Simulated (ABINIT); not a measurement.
# KSnH3 (Pm-3m): phonons by linear response, part 2 of 5

How does KSnH3 (Pm-3m) vibrate, and is this structure a minimum?

ABINIT 10.8.3; DFT PBEsol, scalar-relativistic, plane waves, PseudoDojo norm-conserving pseudopotentials.

So far. Step 5 (Relaxing the cell and atoms): The volume changes by -2.3 % in this run and stands -28.8 % from the first cell. Step 6 (Self-consistent run for the response): The cell stands at -0.28 GPa: the relaxation ran with a smoothed and higher cutoff, and the difference is a stress of the finite basis. The relaxed cell has a = 4.288 Å (conventional setting).

The structure was built from a prototype and need not be the compound's stable phase.

### 7. Zone-centre response

At q = 0 one unit cell holds all displacements. The response is solved for single atoms along the cell's directions, and symmetry skips those that follow from others. The crystal is treated as a metal, which screens a static field, so no field response is asked.

dfpt_gamma.abi reads:

```

# common to the responses
getwfk_filepath "gso_WFK"
kptopt 2
nqpt 1
qpt 0.0 0.0 0.0
asr 0
chneut 0

# displacements
rfphon 1
rfatpol 1 5
rfdir 1 1 1
tolvrs 1.0d-10
prtwf 0

# basis, mesh and filling
ecut 33.0
ngkpt 6 6 6
nshiftk 1
shiftk 0.0 0.0 0.0
istwfk *1
occopt 3
tsmear 0.01
nband 20
nstep 100
diemac 1000000.0
prtebands 0
prtgsr 0
useylm 1

# cell and atoms
acell 3*1.0 Angstrom
rprim 
    4.287609362 0.0 0.0
    0.0 4.287609362 0.0
    0.0 0.0 4.287609362
ntypat 3
znucl 19 50 1
natom 5
typat 1 2 3 3 3
xred 
    0.0 0.0 0.0
    0.5 0.5 0.5
    0.5 0.5 0.0
    0.5 0.0 0.5
    0.0 0.5 0.5
pp_dirpath "./pseudo"
pseudos "K.upf, Sn.upf, H.upf"
```

Started as:

```sh
> OMP_NUM_THREADS=1 mpirun -n 4 abinit dfpt_gamma.abi > dfpt_gamma.log
```

Numbers of over 12 decimals in the logs are rounded to 6 here.

dfpt_gamma.abo, the main output file:

```text
[banners, grids, parts of the stress and lines that vanish by symmetry left out]
- input  file    -> dfpt_gamma.abi
- output file    -> dfpt_gamma.abo
- root for input  files -> dfpt_gammai
- root for output files -> dfpt_gammao

 Symmetries : space group Pm -3 m (#221); Bravais cP (primitive cubic)
================================================================================
 Values of the parameters that define the memory need of the present run (RF).
     intxc =       0      iscf =       7    lmnmax =      18     lnmax =       6
     mgfft =      45  mpssoang =       3    mqgrid =    3001     natom =       5
  nloc_mem =       1    nspden =       1   nspinor =       1    nsppol =       1
      nsym =      48    n1xccc =    2501    ntypat =       3    occopt =       3
   xclevel =       2
-    mband =          20        mffmem =           1         mkmem =          28
-   mkqmem =          28        mk1mem =          28           mpw =        4837
      nfft =       91125          nkpt =         112
- my_mband =          20
================================================================================
================================================================================

--------------------------------------------------------------------------------
------------- Echo of variables that govern the present computation ------------
--------------------------------------------------------------------------------
-
- outvars: echo of selected default values
-   iomode0 =  0 , fftalg0 =312 , wfoptalg0 =  0
-
- outvars: echo of global parameters not present in the input file
-  max_nthreads =    1
-
 -outvars: echo values of preprocessed input variables
 [... echo left out ...]
================================================================================

 chkinp: Checking input parameters for consistency.

[...]
== DATASET  1 ==================================================================
-   mpi_nproc: 4, omp_nthreads: 1 (-1 if OMP is not activated)

--- !DatasetInfo
iteration_state: {dtset: 1, }
dimensions: {natom: 5, nkpt: 112, mband: 20, nsppol: 1, nspinor: 1, nspden: 1, mpw: 4837, }
cutoff_energies: {ecut:  33.0, pawecutdg:  -1.0, }
electrons: {nelect:   2.60000000E+01, charge:   0.00000000E+00, occopt:   3.00000000E+00, tsmear:   1.00000000E-02, }
meta: {optdriver: 1, rfphon: 1, }
...

 mkfilename: getwfk from: gso_WFK

 Real(R)+Recip(G) space primitive vectors, cartesian coordinates (Bohr,Bohr^-1):
 R(1)=  8.1024074  0.0000000  0.0000000  G(1)=  0.1234201  0.0000000  0.0000000
 R(2)=  0.0000000  8.1024074  0.0000000  G(2)=  0.0000000  0.1234201  0.0000000
 R(3)=  0.0000000  0.0000000  8.1024074  G(3)=  0.0000000  0.0000000  0.1234201
 Unit cell volume ucvol=  5.3191500E+02 bohr^3
 Angles (23,13,12)=  9.00000000E+01  9.00000000E+01  9.00000000E+01 degrees
 setup1 : take into account q-point for computing boxcut.

 getcut: wavevector=  0.0000  0.0000  0.0000  ngfft=  45  45  45
         ecut(hartree)=     33.000   => boxcut(ratio)=   2.09999

--- Pseudopotential description ------------------------------------------------
- pspini: atom type   1  psp file is ./pseudo/K.upf

- pspini: atom type   2  psp file is ./pseudo/Sn.upf

- pspini: atom type   3  psp file is ./pseudo/H.upf

   1.08780008E+03                                ecore*ucvol(ha*bohr**3)
--------------------------------------------------------------------------------

 ==>  initialize data related to q vector <==

 The list of irreducible perturbations for this q vector is:
    1)    idir= 1    ipert=   1
    2)    idir= 1    ipert=   2
    3)    idir= 1    ipert=   3
    4)    idir= 3    ipert=   3

[...]
The perturbation idir=   2  ipert=   1 is
 symmetric of a previously calculated perturbation.
 So, its SCF calculation is not needed.

 The perturbation idir=   3  ipert=   1 is
 symmetric of a previously calculated perturbation.
 So, its SCF calculation is not needed.

 The perturbation idir=   2  ipert=   2 is
 symmetric of a previously calculated perturbation.
 So, its SCF calculation is not needed.

 The perturbation idir=   3  ipert=   2 is
 symmetric of a previously calculated perturbation.
 So, its SCF calculation is not needed.

[...]
The perturbation idir=   2  ipert=   5 is
 symmetric of a previously calculated perturbation.
 So, its SCF calculation is not needed.

 The perturbation idir=   3  ipert=   5 is
 symmetric of a previously calculated perturbation.
 So, its SCF calculation is not needed.

--------------------------------------------------------------------------------
 Perturbation wavevector (in red.coord.)   0.000000  0.000000  0.000000
 Perturbation : displacement of atom   1   along direction   1
 Found     8 symmetries that leave the perturbation invariant.

[...]
dfpt_looppert : total number of electrons, from k and k+q
  fully or partially occupied states are    2.600000E+01 and    2.600000E+01.
 Initialisation of the first-order wave-functions :
  ireadwf=   0

--- !BeginCycle
iteration_state: {dtset: 1, }
solver: {iscf: 7, nstep: 100, nline: 4, wfoptalg: 0, }
tolerances: {tolvrs: 1.00E-10, }
...

     iter   2DEtotal(Ha)        deltaE(Ha) residm    vres2
-ETOT  1   3.756388     -2.151E+03 1.067E+01 3.564E+02
 ETOT  2  0.753648     -3.003E+00 3.063E-01 5.535E+02
 ETOT  3  0.468228     -2.854E-01 4.840E-02 8.370E+01
 ETOT  4  0.428585     -3.964E-02 5.602E-02 9.169E-01
 ETOT  5  0.427934     -6.510E-04 1.679E-02 2.431E-01
[...]
At SCF step   12       vres2   =  4.35E-12 < tolvrs=  1.00E-10 =>converged.
[...]
Mean square residual over all n,k,spin=   92.291E-08; max=  53.162E-05

 Thirteen components of 2nd-order total energy (hartree) are
 1,2,3: 0th-order hamiltonian combined with 1st-order wavefunctions
     kin0=   1.85224156E+03 eigvalue=   2.41430813E+02  local=  -1.74396943E+03
 4,5,6: 1st-order hamiltonian combined with 1st and 0th-order wfs
 loc psp =  -1.95809214E+03  Hartree=   5.91540681E+02     xc=  -1.45448308E+02
 note that "loc psp" includes a xc core correction that could be resolved
 7,8,9: eventually, occupation + non-local contributions
    edocc=   1.32994348E+02     enl0=   1.22564683E+03   enl1=  -2.35078085E+03
 1-9 gives the relaxation energy (to be shifted if some occ is /=2.0)
   erelax=  -2.15443649E+03
 10,11,12 Non-relaxation  contributions : frozen-wavefunctions and Ewald
 fr.local=   9.26533161E+02 fr.nonlo=   1.17614939E+03  Ewald=   7.90980837E+01
 13,14 Frozen wf xc core corrections (1) and (2)
 frxc 1  =  -1.64763187E+02  frxc 2 =   1.37846918E+02
 Resulting in :
 2DEtotal=    0.4278733309E+00 Ha. Also 2DEtotal=    0.116430264724E+02 eV
    (2DErelax=   -2.1544364936E+03 Ha. 2DEnonrelax=    2.1548643669E+03 Ha)
    (  non-var. 2DEtotal :    4.2787319955E-01 Ha)

[...]
Perturbation wavevector (in red.coord.)   0.000000  0.000000  0.000000
 Perturbation : displacement of atom   2   along direction   1
 Found     8 symmetries that leave the perturbation invariant.

[...]
dfpt_looppert : total number of electrons, from k and k+q
  fully or partially occupied states are    2.600000E+01 and    2.600000E+01.
 Initialisation of the first-order wave-functions :
  ireadwf=   0

--- !BeginCycle
iteration_state: {dtset: 1, }
solver: {iscf: 7, nstep: 100, nline: 4, wfoptalg: 0, }
tolerances: {tolvrs: 1.00E-10, }
...

     iter   2DEtotal(Ha)        deltaE(Ha) residm    vres2
-ETOT  1   6.617377     -2.184E+04 2.818E+01 4.393E+02
[...]
At SCF step   11       vres2   =  1.61E-11 < tolvrs=  1.00E-10 =>converged.
[...]
Mean square residual over all n,k,spin=   18.024E-07; max=  70.811E-05

 Thirteen components of 2nd-order total energy (hartree) are
 1,2,3: 0th-order hamiltonian combined with 1st-order wavefunctions
     kin0=   2.81442278E+04 eigvalue=   2.51621048E+03  local=  -1.37759583E+04
 4,5,6: 1st-order hamiltonian combined with 1st and 0th-order wfs
 loc psp =  -5.74083551E+03  Hartree=   1.87868753E+03     xc=  -3.47735563E+02
 note that "loc psp" includes a xc core correction that could be resolved
 7,8,9: eventually, occupation + non-local contributions
    edocc=   2.00723642E+01     enl0=   3.40702179E+03   enl1=  -3.79442168E+04
 1-9 gives the relaxation energy (to be shifted if some occ is /=2.0)
   erelax=  -2.18425262E+04
 10,11,12 Non-relaxation  contributions : frozen-wavefunctions and Ewald
 fr.local=   2.68280522E+03 fr.nonlo=   1.89543193E+04  Ewald=   8.68527978E+01
 13,14 Frozen wf xc core corrections (1) and (2)
 frxc 1  =  -7.84832265E+02  frxc 2 =   9.04421249E+02
 Resulting in :
 2DEtotal=    0.1040145779E+01 Ha. Also 2DEtotal=    0.283038085435E+02 eV
    (2DErelax=   -2.1842526177E+04 Ha. 2DEnonrelax=    2.1843566323E+04 Ha)
    (  non-var. 2DEtotal :    1.0401461903E+00 Ha)

[...]
Perturbation wavevector (in red.coord.)   0.000000  0.000000  0.000000
 Perturbation : displacement of atom   3   along direction   1
 Found     4 symmetries that leave the perturbation invariant.

[...]
dfpt_looppert : total number of electrons, from k and k+q
  fully or partially occupied states are    2.600000E+01 and    2.600000E+01.
 Initialisation of the first-order wave-functions :
  ireadwf=   0

--- !BeginCycle
iteration_state: {dtset: 1, }
solver: {iscf: 7, nstep: 100, nline: 4, wfoptalg: 0, }
tolerances: {tolvrs: 1.00E-10, }
...

     iter   2DEtotal(Ha)        deltaE(Ha) residm    vres2
-ETOT  1  0.891557     -6.090E+01 2.245E-01 8.926E+02
[...]
At SCF step   11       vres2   =  1.29E-11 < tolvrs=  1.00E-10 =>converged.
[...]
Mean square residual over all n,k,spin=   40.476E-08; max=  37.607E-05

 Thirteen components of 2nd-order total energy (hartree) are
 1,2,3: 0th-order hamiltonian combined with 1st-order wavefunctions
     kin0=   6.65721596E+01 eigvalue=   2.04988574E-02  local=  -1.45537763E+01
 4,5,6: 1st-order hamiltonian combined with 1st and 0th-order wfs
 loc psp =  -8.83351458E+01  Hartree=   1.40253787E+01     xc=  -8.71728427E+00
 note that "loc psp" includes a xc core correction that could be resolved
 7,8,9: eventually, occupation + non-local contributions
    edocc=   4.47115555E+00     enl0=  -7.19018799E-01   enl1=  -3.38630807E+01
 1-9 gives the relaxation energy (to be shifted if some occ is /=2.0)
   erelax=  -6.10991133E+01
 10,11,12 Non-relaxation  contributions : frozen-wavefunctions and Ewald
 fr.local=   5.34515212E+01 fr.nonlo=   1.71271657E+01  Ewald=  -8.78548825E+00
 13,14 Frozen wf xc core corrections (1) and (2)
 frxc 1  =   0.00000000E+00  frxc 2 =   0.00000000E+00
 Resulting in :
 2DEtotal=    0.6940853505E+00 Ha. Also 2DEtotal=    0.188870245591E+02 eV
    (2DErelax=   -6.1099113267E+01 Ha. 2DEnonrelax=    6.1793198617E+01 Ha)
    (  non-var. 2DEtotal :    6.9408535812E-01 Ha)

[...]
Perturbation wavevector (in red.coord.)   0.000000  0.000000  0.000000
 Perturbation : displacement of atom   3   along direction   3
 Found     8 symmetries that leave the perturbation invariant.

--------------------------------------------------------------------------------

--------------------------------------------------------------------------------

 dfpt_looppert : total number of electrons, from k and k+q
  fully or partially occupied states are    2.600000E+01 and    2.600000E+01.
 Initialisation of the first-order wave-functions :
  ireadwf=   0

--- !BeginCycle
iteration_state: {dtset: 1, }
solver: {iscf: 7, nstep: 100, nline: 4, wfoptalg: 0, }
tolerances: {tolvrs: 1.00E-10, }
...

     iter   2DEtotal(Ha)        deltaE(Ha) residm    vres2
-ETOT  1  -1.708603     -6.573E+01 7.882E-01 3.473E+02
[...]
ETOT 10  -1.894470      6.196E-12 4.457E-05 1.686E-10
 ETOT 11  -1.894470     -7.532E-12 3.981E-06 1.077E-11

 At SCF step   11       vres2   =  1.08E-11 < tolvrs=  1.00E-10 =>converged.
[...]
Mean square residual over all n,k,spin=   24.465E-09; max=  39.810E-07

 Thirteen components of 2nd-order total energy (hartree) are
 1,2,3: 0th-order hamiltonian combined with 1st-order wavefunctions
     kin0=   6.84533726E+01 eigvalue=   1.57737138E-01  local=  -1.60976450E+01
 4,5,6: 1st-order hamiltonian combined with 1st and 0th-order wfs
 loc psp =  -9.61762959E+01  Hartree=   1.61573061E+01     xc=  -1.01757119E+01
 note that "loc psp" includes a xc core correction that could be resolved
 7,8,9: eventually, occupation + non-local contributions
    edocc=   8.43526853E+00     enl0=  -1.01595732E+00   enl1=  -3.56524445E+01
 1-9 gives the relaxation energy (to be shifted if some occ is /=2.0)
   erelax=  -6.59143703E+01
 10,11,12 Non-relaxation  contributions : frozen-wavefunctions and Ewald
 fr.local=  -8.29296062E+00 fr.nonlo=   1.59683136E+01  Ewald=   5.63445470E+01
 13,14 Frozen wf xc core corrections (1) and (2)
 frxc 1  =   0.00000000E+00  frxc 2 =   0.00000000E+00
 Resulting in :
 2DEtotal=   -0.1894470355E+01 Ha. Also 2DEtotal=   -0.515511645740E+02 eV
    (2DErelax=   -6.5914370285E+01 Ha. 2DEnonrelax=    6.4019899929E+01 Ha)
    (  non-var. 2DEtotal :   -1.8944702751E+00 Ha)

[...]
---- first-order wavefunction calculations are completed ----

 ==> Compute Derivative Database <==

 [... matrices left out ...]
  Phonon wavevector (reduced coordinates) :  0.00000  0.00000  0.00000
 Phonon energies in Hartree :
  -3.980039E-03 -3.980039E-03 -3.980039E-03 -2.334106E-05 -2.334106E-05
  -2.334106E-05  3.703605E-04  3.703605E-04  3.703605E-04  2.380436E-03
   2.380436E-03  2.380436E-03  2.450477E-03  2.450477E-03  2.450477E-03
 Phonon frequencies in cm-1    :
- -8.735177E+02 -8.735177E+02 -8.735177E+02 -5.122771E+00 -5.122771E+00
- -5.122771E+00  8.128474E+01  8.128474E+01  8.128474E+01  5.224454E+02
-  5.224454E+02  5.224454E+02  5.378176E+02  5.378176E+02  5.378176E+02

== END DATASET(S) ==============================================================
================================================================================

 -outvars: echo values of variables after computation
            acell      1.8897261259E+00  1.8897261259E+00  1.8897261259E+00 Bohr
           etotal     -1.8944703555E+00
            fcart      0.0000000000E+00  0.0000000000E+00  0.0000000000E+00
           strten      0.0000000000E+00  0.0000000000E+00  0.0000000000E+00
================================================================================
```

Elapsed: 3.8 min, on 4 MPI ranks of Intel Xeon Platinum 8488C (Sapphire Rapids), shared host.

This step gave:

```
largest acoustic frequency at the zone centre before the sum rule : -5.12 cm⁻¹
highest optical zone-centre mode (no LO-TO term)                  : 537.8 cm⁻¹
lowest optical zone-centre mode                                   : -873.5 cm⁻¹
```

The acoustic modes at Γ come out as far as 5.1 cm⁻¹ from zero, where they should vanish, a small numerical error. The lowest optical mode is imaginary, 874i cm⁻¹, an instability at this level and on this k mesh.

(Continued in part 3 of 5.)

[Host names and launcher messages were left out of these logs when they were recorded.]

[Logs are printed without paths, hosts, clocks, repeated set-up lines and the standing remarks that a program may print on its own settings, such as how far it seeks lower states.]

[Hosts, paths, dates, database ids (printed as entryN), source tags and the programs' standing remarks are cut or masked in the printed files.]
